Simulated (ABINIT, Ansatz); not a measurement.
# A GW run on YHSe (P-6m2) in ABINIT, with inputs changed

What do changed inputs do to GW on YHSe (P-6m2)?

Calculated with ABINIT 10.8.3; LDA and many-body steps on it, plane waves.

### Step 1. Starting point

Symmetry: P-6m2, No. 187, hexagonal system. Conventional cell: a = 3.841 Å, b = 3.841 Å, c = 3.916 Å, α = 90.00°, β = 90.00°, γ = 120.00°. Nearest to Y lie 3 H at 2.22 Å and 6 Se at 2.96 Å. Nearest to H lie 3 Y at 2.22 Å. Nearest to Se lie 6 H at 2.96 Å and 6 Y at 2.96 Å. Farther neighbours and most contacts between anions are not listed.

The cell and positions are those that the Materials Project relaxed with its own functionals (PBE, PBE+U or r2SCAN), kept fixed.

### Step 2. Screening, 3×3×4 mesh, 47 bands, screening to 114.3 eV

This step: ABINIT 10.8.3; RPA screening on LDA, plane waves, norm-conserving pseudopotentials.

The RPA dielectric matrix is built and inverted for each q.

The input, run.abi:

```
acell 3*1.0 Angstrom
rprim 
  3.840931335803 -0.000000000001 0.000000000000
  -1.920465667901 3.326344110998 0.000000000000
  0.000000000000 0.000000000000 3.915549560000
ntypat 3
znucl 39 1 34
natom 3
typat 1 2 3
xred 
  0.000000000000 0.000000000000 0.000000000000
  0.333333333333 0.666666666667 0.000000000000
  0.666666666667 0.333333333333 0.500000000000
pp_dirpath "pseudos"
pseudos "Y.upf, H.upf, Se.upf"
ecut 39
ngkpt 3 3 4
nshiftk 1
shiftk 0 0 0
kptopt 1
chksymbreak 0
istwfk *1
occopt 1
irdwfk 1
optdriver 3
nband 47
ecuteps 4.2
inclvkb 2
awtr 1
symchi 1
indata_prefix "in"
outdata_prefix "out"
tmpdata_prefix "tmp"
```

The run is started by

```console
> OMP_NUM_THREADS=1 mpirun -n 4 abinit run.abi > log
```

The log of the run:

```text
.Version 10.8.3 of ABINIT. v10.8.2 released Aug 2026.

 Symmetries : space group P-6 m 2 (#187); Bravais hP (primitive hexag.)
[... echo of the input left out ...]
== DATASET  1 ==================================================================
-   mpi_nproc: 4, omp_nthreads: 1 (-1 if OMP is not activated)

--- !DatasetInfo
iteration_state: {dtset: 1, }
dimensions: {natom: 3, nkpt: 9, mband: 47, nsppol: 1, nspinor: 1, nspden: 1, mpw: 3939, }
cutoff_energies: {ecut:  39.0, pawecutdg:  -1.0, }
electrons: {nelect:   2.80000000E+01, charge:   0.00000000E+00, occopt:   1.00000000E+00, tsmear:   1.00000000E-02, }

 SCREENING: Calculation of the susceptibility and dielectric matrices

 Based on a program developped by R.W. Godby, V. Olevano, G. Onida, and L. Reining.
 Incorporated in ABINIT by V. Olevano, G.-M. Rignanese, and M. Torrent.
.Using double precision arithmetic ; gwpc =  8

[... cell and pseudopotentials left out ...]
--------------------------------------------------------------------------------

 ==== K-mesh for the wavefunctions ====
 Number of points in the irreducible wedge :     9
[... list of points left out ...]
 Together with 12 symmetry operations and time-reversal symmetry
 yields    36 points in the full Brillouin Zone.

 ==== Q-mesh for the screening function ====
 Number of points in the irreducible wedge :     9
[... list of points left out ...]
 Together with 12 symmetry operations and time-reversal symmetry
 yields    36 points in the full Brillouin Zone.

 setmesh: FFT mesh size selected  =    24x   24x   27
          total number of points  =        15552

 vcoul_init : cutoff-mode = AUXILIARY_FUNCTION
 q-points for optical limit:   1
     1)      0.000010    0.000020    0.000030

- screening: taking advantage of time-reversal symmetry
- Maximum band index for partially occupied states nbvw = 14
- Remaining bands to be divided among processors   nbcw = 33
- Number of bands treated by each node ~8

 Number of electrons calculated from density =   28.0000; Expected =   28.0000
 average of density, n =  0.082940
 r_s =    1.4225
 omega_plasma =   27.7804 [eV]

 calculating chi0 at frequencies [eV] :
  1    0.000000E+00    0.000000E+00
  2    0.000000E+00    2.778037E+01

--------------------------------------------------------------------------------
  q-point number  1        q = ( 0.000000, 0.000000, 0.000000) [r.l.u.]
--------------------------------------------------------------------------------
[... chi0 elements left out ...]
 For q-point:  0.000010 0.000020 0.000030
  dielectric constant =  11.4394
  dielectric constant without local fields =  12.6372

  Average fulfillment of the sum rule on Im[epsilon] for q-point    1 :     43.40  [%]
[... wings left out ...]
  q-point number  2        q = ( 0.333333, 0.000000, 0.000000) [r.l.u.]
--------------------------------------------------------------------------------
[... chi0 elements left out ...]
  Average fulfillment of the sum rule on Im[epsilon] for q-point    2 :     54.78  [%]

 [... 7 further q-points ...]
```

Run time: 11 s. Hardware: 4 MPI ranks of Arm Neoverse V1, shared host; peak memory 0.54 GiB; 42 s of CPU time.

Numbers from this step:

```yaml
eps_infinity_with_local_fields_on_this_mesh_along_the_program_s_q_direction: 11.44
the_same_without_local_fields: 12.64
plasma_frequency: 27.78 eV
plane_waves_in_the_screening_matrix: 145
```

Local fields lower ε∞ by 9 %. On a Γ-centred mesh this coarse the value itself is usually too large, while a short band sum pulls it down.

### Step 3. Base

The self-energy is evaluated for the states that the input lists, and the levels follow from it, in one-shot runs by the linearised quasiparticle equation.

This step: G0W0 on LDA, plane waves, norm-conserving pseudopotentials.

run.abi, as its differences from that of step 2:

```diff
@@ -24,8 +24,17 @@
 irdwfk 1
-optdriver 3
+optdriver 4
 nband 47
+gwcalctyp 0
+ecutsigx 39
+symsigma 1
+nkptgw 2
+kptgw 
+  0.0000000000 0.0000000000 0.5000000000
+  0.0000000000 0.0000000000 0.0000000000
+bdgw 
+  12 16
+  13 17
 ecuteps 4.2
-inclvkb 2
-awtr 1
-symchi 1
+irdscr 1
+ppmodel 1
 indata_prefix "in"
```

The log of the run:

```text
.Version 10.8.3 of ABINIT. v10.8.2 released Aug 2026.

 Symmetries : space group P-6 m 2 (#187); Bravais hP (primitive hexag.)
[... echo of the input left out ...]
== DATASET  1 ==================================================================
-   mpi_nproc: 4, omp_nthreads: 1 (-1 if OMP is not activated)

--- !DatasetInfo
iteration_state: {dtset: 1, }
dimensions: {natom: 3, nkpt: 9, mband: 47, nsppol: 1, nspinor: 1, nspden: 1, mpw: 3939, }
cutoff_energies: {ecut:  39.0, pawecutdg:  -1.0, }
electrons: {nelect:   2.80000000E+01, charge:   0.00000000E+00, occopt:   1.00000000E+00, tsmear:   1.00000000E-02, }

 SIGMA: Calculation of the GW corrections

 Based on a program developped by R.W. Godby, V. Olevano, G. Onida, and L. Reining.
 Incorporated in ABINIT by V. Olevano, G.-M. Rignanese, and M. Torrent.
.Using double precision arithmetic ; gwpc =  8

[... cell and pseudopotentials left out ...]
--------------------------------------------------------------------------------

 ==== K-mesh for the wavefunctions ====
 Number of points in the irreducible wedge :     9
[... list of points left out ...]
 Together with 12 symmetry operations and time-reversal symmetry
 yields    36 points in the full Brillouin Zone.

 ==== Q-mesh for screening function ====
 Number of points in the irreducible wedge :     9
[... list of points left out ...]
 Together with 12 symmetry operations and time-reversal symmetry
 yields    36 points in the full Brillouin Zone.

 vcoul_init : cutoff-mode = AUXILIARY_FUNCTION
 q-points for optical limit:   1
     1)      0.000010    0.000020    0.000030
 setmesh: FFT mesh size selected  =    36x   36x   45
          total number of points  =        58320

 Number of electrons calculated from density =   28.0000; Expected =   28.0000
 average of density, n =  0.082940
 r_s =    1.4225
 omega_plasma =   27.7804 [eV]

 === KS Band Gaps ===
  >>>> For spin  1
   Minimum direct gap =   1.7387 [eV], located at k-point      :   0.0000  0.0000  0.5000
   Fundamental gap    =   1.3651 [eV], Top of valence bands at :   0.0000  0.0000  0.5000
                                       Bottom of conduction at :   0.0000  0.0000  0.0000
 SIGMA fundamental parameters:
 PLASMON POLE MODEL  1
 number of plane-waves for SigmaX                 3927
 number of plane-waves for SigmaC and W            145
 number of plane-waves for wavefunctions          3927
 number of bands                                    47
 number of independent spin polarizations            1
 number of spinorial components                      1
 number of k-points in IBZ                           9
 number of q-points in IBZ                           9
 number of symmetry operations                      12
 number of k-points in BZ                           36
 number of q-points in BZ                           36
 number of frequencies for dSigma/dE                 9
 frequency step for dSigma/dE [eV]                0.25
 number of omega for Sigma on real axis              0
 max omega for Sigma on real axis  [eV]           0.00
 zcut for avoiding poles [eV]                     0.10

 EPSILON^-1 parameters (SCR file):
 dimension of the eps^-1 matrix on file            145
 dimension of the eps^-1 matrix used               145
 number of plane-waves for wavefunctions          3927
 number of bands                                    47
 number of q-points in IBZ                           9
 number of frequencies                               2
 number of real frequencies                          1
 number of imag frequencies                          1

 matrix elements of self-energy operator (all in [eV])

 Perturbative Calculation

--- !SelfEnergy_ee
iteration_state: {dtset: 1, }
kpoint     : [   0.000,    0.000,    0.500, ]
spin       : 1
KS_gap     :    1.739
QP_gap     :    3.274
Delta_QP_KS:    1.535
data: !SigmaeeData |
     Band     E0 <VxcDFT>   SigX SigC(E0)      Z dSigC/dE  Sig(E)    E-E0       E
       12   5.620 -13.935 -16.856   2.404   0.800  -0.250 -14.348  -0.413   5.207
       13   5.620 -13.935 -16.856   2.404   0.800  -0.250 -14.348  -0.413   5.207
       14   6.764 -13.307 -15.813   2.138   0.801  -0.249 -13.602  -0.295   6.469
       15   8.503 -12.347  -7.138  -3.683   0.813  -0.231 -11.107   1.240   9.743
       16   8.503 -12.347  -7.138  -3.683   0.813  -0.231 -11.107   1.240   9.743

--- !SelfEnergy_ee
iteration_state: {dtset: 1, }
kpoint     : [   0.000,    0.000,    0.000, ]
spin       : 1
KS_gap     :    2.927
QP_gap     :    4.180
Delta_QP_KS:    1.252
data: !SigmaeeData |
     Band     E0 <VxcDFT>   SigX SigC(E0)      Z dSigC/dE  Sig(E)    E-E0       E
       13   5.202 -13.422 -16.191   2.354   0.799  -0.252 -13.754  -0.332   4.870
       14   5.202 -13.422 -16.191   2.354   0.799  -0.252 -13.754  -0.332   4.870
       15   8.129 -11.520  -6.731  -3.661   0.816  -0.225 -10.600   0.920   9.050
       16  10.502 -13.530  -8.376  -3.846   0.804  -0.244 -12.479   1.051  11.554
       17  10.502 -13.530  -8.376  -3.846   0.804  -0.244 -12.479   1.051  11.554

== END DATASET(S) ==============================================================
================================================================================

 -outvars: echo values of variables after computation  --------
           etotal      0.0000000000E+00
            nband          47
             nkpt           9
          spgroup         187
 [... the other variables as echoed above ...]

 Calculation completed.
```

Wall time 4.7 s (4 MPI ranks); peak memory 0.53 GiB; 18 s of CPU time.

Numbers from this step:

- G0W0 gap on the points computed: 2.581 eV
- starting gap on the mesh: 1.365 eV
- k of the valence top: 0, 0, 0.5
- k of the conduction bottom: 0, 0, 0
- Z at the valence top: 0.801
- Z at the conduction bottom: 0.816
- least direct G0W0 gap on the computed points: 3.274 eV

The gap on the mesh goes from 1.36 eV to 2.58 eV, a correction of +1.22 eV.

### Step 4. Exchange cutoff

run.abi, as its differences from that of step 3:

```diff
@@ -27,3 +27,3 @@
 gwcalctyp 0
-ecutsigx 39
+ecutsigx 5.8
 symsigma 1
```

The log of the run:

```text
.Version 10.8.3 of ABINIT. v10.8.2 released Aug 2026.

 Symmetries : space group P-6 m 2 (#187); Bravais hP (primitive hexag.)
[... echo of the input left out ...]
== DATASET  1 ==================================================================
-   mpi_nproc: 4, omp_nthreads: 1 (-1 if OMP is not activated)

--- !DatasetInfo
iteration_state: {dtset: 1, }
dimensions: {natom: 3, nkpt: 9, mband: 47, nsppol: 1, nspinor: 1, nspden: 1, mpw: 3939, }
cutoff_energies: {ecut:  39.0, pawecutdg:  -1.0, }
electrons: {nelect:   2.80000000E+01, charge:   0.00000000E+00, occopt:   1.00000000E+00, tsmear:   1.00000000E-02, }

 SIGMA: Calculation of the GW corrections

 Based on a program developped by R.W. Godby, V. Olevano, G. Onida, and L. Reining.
 Incorporated in ABINIT by V. Olevano, G.-M. Rignanese, and M. Torrent.
.Using double precision arithmetic ; gwpc =  8

[... cell and pseudopotentials left out ...]
--------------------------------------------------------------------------------

 ==== K-mesh for the wavefunctions ====
 Number of points in the irreducible wedge :     9
[... list of points left out ...]
 Together with 12 symmetry operations and time-reversal symmetry
 yields    36 points in the full Brillouin Zone.

 ==== Q-mesh for screening function ====
 Number of points in the irreducible wedge :     9
[... list of points left out ...]
 Together with 12 symmetry operations and time-reversal symmetry
 yields    36 points in the full Brillouin Zone.

 vcoul_init : cutoff-mode = AUXILIARY_FUNCTION
 q-points for optical limit:   1
     1)      0.000010    0.000020    0.000030
 setmesh: FFT mesh size selected  =    25x   25x   30
          total number of points  =        18750

 Number of electrons calculated from density =   28.0000; Expected =   28.0000
[...]
number of omega for Sigma on real axis              0
 max omega for Sigma on real axis  [eV]           0.00
 zcut for avoiding poles [eV]                     0.10

 EPSILON^-1 parameters (SCR file):
 dimension of the eps^-1 matrix on file            145
 dimension of the eps^-1 matrix used               145
 number of plane-waves for wavefunctions          3927
 number of bands                                    47
 number of q-points in IBZ                           9
 number of frequencies                               2
 number of real frequencies                          1
 number of imag frequencies                          1

 matrix elements of self-energy operator (all in [eV])

 Perturbative Calculation

--- !SelfEnergy_ee
iteration_state: {dtset: 1, }
kpoint     : [   0.000,    0.000,    0.500, ]
spin       : 1
KS_gap     :    1.739
QP_gap     :    3.213
Delta_QP_KS:    1.474
data: !SigmaeeData |
     Band     E0 <VxcDFT>   SigX SigC(E0)      Z dSigC/dE  Sig(E)    E-E0       E
       12   5.620 -13.935 -16.348   2.404   0.800  -0.250 -13.942  -0.007   5.613
       13   5.620 -13.935 -16.348   2.404   0.800  -0.250 -13.942  -0.007   5.613
       14   6.764 -13.307 -15.487   2.138   0.801  -0.249 -13.341  -0.034   6.730
[...]
--- !SelfEnergy_ee
iteration_state: {dtset: 1, }
kpoint     : [   0.000,    0.000,    0.000, ]
spin       : 1
KS_gap     :    2.927
QP_gap     :    4.093
Delta_QP_KS:    1.166
data: !SigmaeeData |
     Band     E0 <VxcDFT>   SigX SigC(E0)      Z dSigC/dE  Sig(E)    E-E0       E
[...]
16  10.502 -13.530  -7.951  -3.846   0.804  -0.244 -12.138   1.392  11.895
       17  10.502 -13.530  -7.951  -3.846   0.804  -0.244 -12.138   1.392  11.895

== END DATASET(S) ==============================================================
================================================================================

 -outvars: echo values of variables after computation  --------
           etotal      0.0000000000E+00
            nband          47
             nkpt           9
          spgroup         187
 [... the other variables as echoed above ...]

 Calculation completed.
```

Elapsed: 4.7 s, on 4 MPI ranks; peak memory 0.47 GiB; 17 s of CPU time.

Numbers from this step:

```yaml
g0w0_gap_on_the_points_computed: 2.591 eV
starting_gap_on_the_mesh: 1.365 eV
k_of_the_valence_top: 0, 0, 0.5
k_of_the_conduction_bottom: 0, 0, 0
z_at_the_valence_top: 0.801
z_at_the_conduction_bottom: 0.816
least_direct_g0w0_gap_on_the_computed_points: 3.213 eV
```

(Continued in part 2 of 2.)

[Paths, hosts, dates, memory and timing lines, banners, echoed tables and standing remarks are left out of the program output.]

[Logs are printed without paths, hosts, clocks, repeated set-up lines and the standing remarks that a program may print on its own settings, such as how far it seeks lower states.]

[Runs of the session that timed out or met a known fault of the program may be left out.]

[No measured gap is set beside runs whose start may be inverted or whose files or cutoffs have a known fault.]

[Hosts, paths, dates, database ids (printed as entryN), source tags and the programs' standing remarks are cut or masked in the printed files.]

[G0W0 gaps are taken among the corrected bands and points alone; a level outside them can change the order at an edge.]

[Where Ansatz stands beside ABINIT at settings called matched, ABINIT's density can come from a denser mesh and the files from another edition; pairs whose starting gaps differed by over 0.03 eV were left out, so agreement reads better than it is.]
